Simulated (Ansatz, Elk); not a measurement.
**ZnCr3C: X-ray structure factors from the self-consistent density**

The structure of ZnCr3C used here is made up (a known structure type with other elements) and was relaxed beforehand with PBEsol. The aim is the Fourier transform of its all-electron density, F(hkl), set beside the sum over free spherical atoms that refinements use.

Calculated with Elk 11.2.3 (patched build); DFT, PBE, all-electron APW+lo, Dirac cores, scalar-relativistic bands, static density, no spin.

This account leaves out most program logs.

The structure was built from a prototype and need not be the compound's stable phase.

### 1. The starting structure

The structure is cubic, space group Pm-3m (No. 221). The conventional cell has a = 3.804 Å, b = 3.804 Å, c = 3.804 Å, α = 90.00°, β = 90.00°, γ = 90.00°. Nearest to Zn lie 12 Cr at 2.69 Å. Cr has 2 C at 1.90 Å and 4 Zn at 2.69 Å and 8 Cr at 2.69 Å nearest. Nearest to C lie 6 Cr at 1.90 Å. Farther neighbours are not listed.

### 2. Ground state and structure factors

An all-electron density is needed, since X-rays see the cores too. Task 0 finds the density and task 195 Fourier-transforms it; tshift is off so that phases refer to the origin typed.

elk.in reads:

```
tasks
  0
  195

xctype
  20

spinpol
  .false.

rgkmax
  7.0

gmaxvr
  14.0

lmaxo
  7

lmaxapw
  8

swidth
  0.002

tshift
  .false.

ramdisk
  .false.

hmaxvr
  5.5

maxscl
  120

epspot
  1e-06

sppath
  './'

avec
  7.18927045771 -0.00000000000 0.00000000000
  -0.00000000000 7.18927045771 0.00000000000
  0.00000000000 0.00000000000 7.18927045771

atoms
  3
  'Zn.in'
  1
  -0.0000000000 0.0000000000 0.0000000000   0.000000 0.000000 0.000000
  'Cr.in'
  3
  0.5000000000 0.0000000000 0.5000000000   0.000000 0.000000 0.000000
  0.5000000000 0.5000000000 -0.0000000000   0.000000 0.000000 0.000000
  -0.0000000000 0.5000000000 0.5000000000   0.000000 0.000000 0.000000
  'C.in'
  1
  0.5000000000 0.5000000000 0.5000000000   0.000000 0.000000 0.000000

ngridk
  6 6 6
```

Command:

```
> OMP_NUM_THREADS=4 elk
```

The job ended after 18 s (4 threads of Intel Xeon Platinum 8559C (Emerald Rapids), shared host; peak memory 0.17 GiB; 53 s of CPU time).

SFACRHO.OUT:

```text

h k l indices transformed by vhmat matrix:
   1.000000000       0.000000000       0.000000000    
   0.000000000       1.000000000       0.000000000    
   0.000000000       0.000000000       1.000000000    

      h      k      l  multipl.   |H|            Re(F)            Im(F)           |F|

      0      0      0      1   0.0000000       108.00000     -0.27686190E-16   108.00000    
     -1      0      0      6  0.87396702       1.3223294     -0.49544240E-14   1.3223294    
      1     -1      0     12   1.2359760       10.278915     -0.29836314E-14   10.278915    
     -1     -1     -1      8   1.5137553       70.417927      0.11344744E-13   70.417927    
      0      0     -2      6   1.7479340       72.256415      0.89332357E-14   72.256415    
     -1     -2      0     24   1.9542497       3.2376329     -0.44971462E-14   3.2376329    
      1     -2      1     24   2.1407733       7.9709996     -0.73523713E-14   7.9709996    
      0      2     -2     12   2.4719520       59.010033      0.44953838E-14   59.010033    
      0     -3      0      6   2.6219011       3.0607155     -0.57346432E-13   3.0607155    
     -1      2     -2     24   2.6219011       3.1602661     -0.40536446E-15   3.1602661    
      3      1      0     24   2.7637264       6.8486905     -0.42925020E-14   6.8486905    
      1     -3      1     24   2.8986207       48.893969      0.40029005E-13   48.893969    
     -2      2      2      8   3.0275106       50.676006     -0.58770604E-14   50.676006    
     -3      2      0     24   3.1511329       2.8220737     -0.43902137E-13   2.8220737    
     -3      1      2     48   3.2700852       6.1131855      0.14902803E-14   6.1131855    
      0     -4      0      6   3.4958681       45.157096      0.10511152E-13   45.157096    
      2     -2     -3     24   3.6034584       2.3686794     -0.43227177E-13   2.3686794    
      4     -1      0     24   3.6034584       2.3681852     -0.17376152E-14   2.3681852
```

Elk indexes on the primitive cell of elk.in and gives |H| = 4π sin θ/λ in inverse bohr. Below, one row stands for each form hkl of the conventional cell (m members, Friedel mates merged), F is for one primitive cell and the density is static (no thermal factor). Free-atom factors are Waasmaier and Kirfel's, and R is Σm||F|−|F'||/Σm|F|. Elk warned that it couldn't find a linearisation energy, which lowers the accuracy of some states in this run and its variants.

```csv
hkl,m,sin θ/λ (Å⁻¹),"abs F, DFT",neutral atoms,diff.
100,6,0.131,1.322,1.514,-0.192
110,12,0.186,10.279,9.794,+0.485
111,8,0.228,70.418,72.024,-1.606
200,6,0.263,72.256,73.263,-1.007
210,24,0.294,3.238,3.248,-0.010
211,24,0.322,7.971,8.010,-0.039
220,12,0.372,59.010,59.174,-0.164
300,6,0.394,3.061,3.255,-0.195
221,24,0.394,3.160,3.255,-0.095
310,24,0.416,6.849,6.960,-0.111
311,24,0.436,48.894,48.750,+0.144
222,8,0.455,50.676,50.592,+0.084
320,24,0.474,2.822,2.867,-0.045
321,48,0.492,6.113,6.149,-0.035
400,6,0.526,45.157,44.828,+0.330
322,24,0.542,2.369,2.400,-0.031
410,24,0.542,2.368,2.400,-0.031
411,24,0.558,5.336,5.468,-0.132
330,12,0.558,5.317,5.468,-0.151
331,24,0.573,38.672,38.498,+0.174
420,24,0.588,40.962,40.740,+0.222
421,48,0.602,1.871,1.943,-0.072
```

### 3. The highest occupied states alone

An energy window below the Fermi level keeps the highest occupied states, to see at which angles they scatter; shallow core shells can lie inside it and anion s states outside. No new self-consistency is needed.

elk.in, as its differences from that of step 2:

```diff
@@ -1,3 +1,2 @@
 tasks
-  0
   195
@@ -40,2 +39,5 @@
 
+wsfac
+  0.012810 0.680300
+
 sppath
```

Command:

```
> OMP_NUM_THREADS=4 elk
```

Wall time 4.1 s (4 threads); peak memory 0.16 GiB; 6 s of CPU time.

States within 10 eV below the Fermi level hold 32.01 electrons; any levels below the window count with the cores. Their amplitudes can exceed the total, where window and core parts have opposite phase:

```csv
hkl,sin θ/λ (Å⁻¹),"abs F, window","abs F, all"
100,0.131,4.097,1.322
110,0.186,6.675,10.279
111,0.228,11.268,70.418
200,0.263,11.142,72.256
210,0.294,3.779,3.238
211,0.322,4.253,7.971
220,0.372,6.886,59.010
300,0.394,2.882,3.061
221,0.394,2.953,3.160
310,0.416,3.012,6.849
```

### 4. Another functional

The difference from free atoms is small, so it is set against the change that LDA (Perdew-Wang) makes.

elk.in, as its differences from that of step 3:

```diff
@@ -1,2 +1,3 @@
 tasks
+  0
   195
@@ -4,3 +5,3 @@
 xctype
-  20
+  3
 
@@ -39,5 +40,2 @@
 
-wsfac
-  0.012810 0.680300
-
 sppath
```

Command:

```
> OMP_NUM_THREADS=4 elk
```

Wall time 11 s (4 threads); peak memory 0.16 GiB.

Against the first run R = 0.08 %; the largest change is -0.047 at 220.

### 5. A coarser k-mesh

About half the k-points along each axis test the sampling.

elk.in, as its differences from that of step 4:

```diff
@@ -5,3 +5,3 @@
 xctype
-  3
+  20
 
@@ -63,2 +63,2 @@
 ngridk
-  6 6 6
+  3 3 3
```

Command:

```
> OMP_NUM_THREADS=4 elk
```

Wall time 11 s (4 threads); peak memory 0.18 GiB.

Against the first run R = 0.09 %; the largest change is -0.052 at 300.

### 6. Settings against the effect

```csv
run,R against the first run (%),"R against neutral atoms, low angle (%)",wall time
"PBE, rgkmax 7",0.00,2.16,18 s
LDA (Perdew-Wang),0.08,2.18,11 s
k-mesh 3×3×3,0.09,2.15,11 s
```

### 7. What came out

* R against neutral atoms, sin θ/λ < 0.3 Å⁻¹: 2.16 %
* R against neutral atoms, 0.3 to 0.81 Å⁻¹: 0.59 %

Independent neutral atoms miss the calculated amplitudes by R = 2.16 % below 0.3 Å⁻¹ and 0.59 % from there to 0.81 Å⁻¹; by shells, 14.48 % below 0.15 Å⁻¹ (1 form), 2.08 % 0.15 to 0.3 (4 forms), 0.54 % 0.3 to 0.45 (6 forms), 0.60 % above 0.45 (33 forms). Bonding, aspherical density and the tables' own atoms all enter these figures, and the runs don't part them. The largest change of an amplitude is -1.61 electrons, at 111. The window's part falls from 32.0 electrons at the origin to at most 4.58 between 0.45 and 0.81 Å⁻¹, where compact states inside the window still scatter. Below 0.3 Å⁻¹ the changes that finished (LDA (Perdew-Wang) and k-mesh 3×3×3) move F by R = 0.05 % at most, against the 2.16 % that separates it from free atoms. The basis has no finished test. These runs have no spin, though d or f shells may be open. Part of the difference isn't bonding: the tables are fits to free atoms and ions calculated by other methods than this functional. Thermal motion, anomalous dispersion and extinction are left out.

[Logs are printed without paths, hosts, clocks, repeated set-up lines and the standing remarks that a program may print on its own settings, such as how far it seeks lower states.]

[Hosts, paths, dates, database ids (printed as entryN), source tags and the programs' standing remarks are cut or masked in the printed files.]
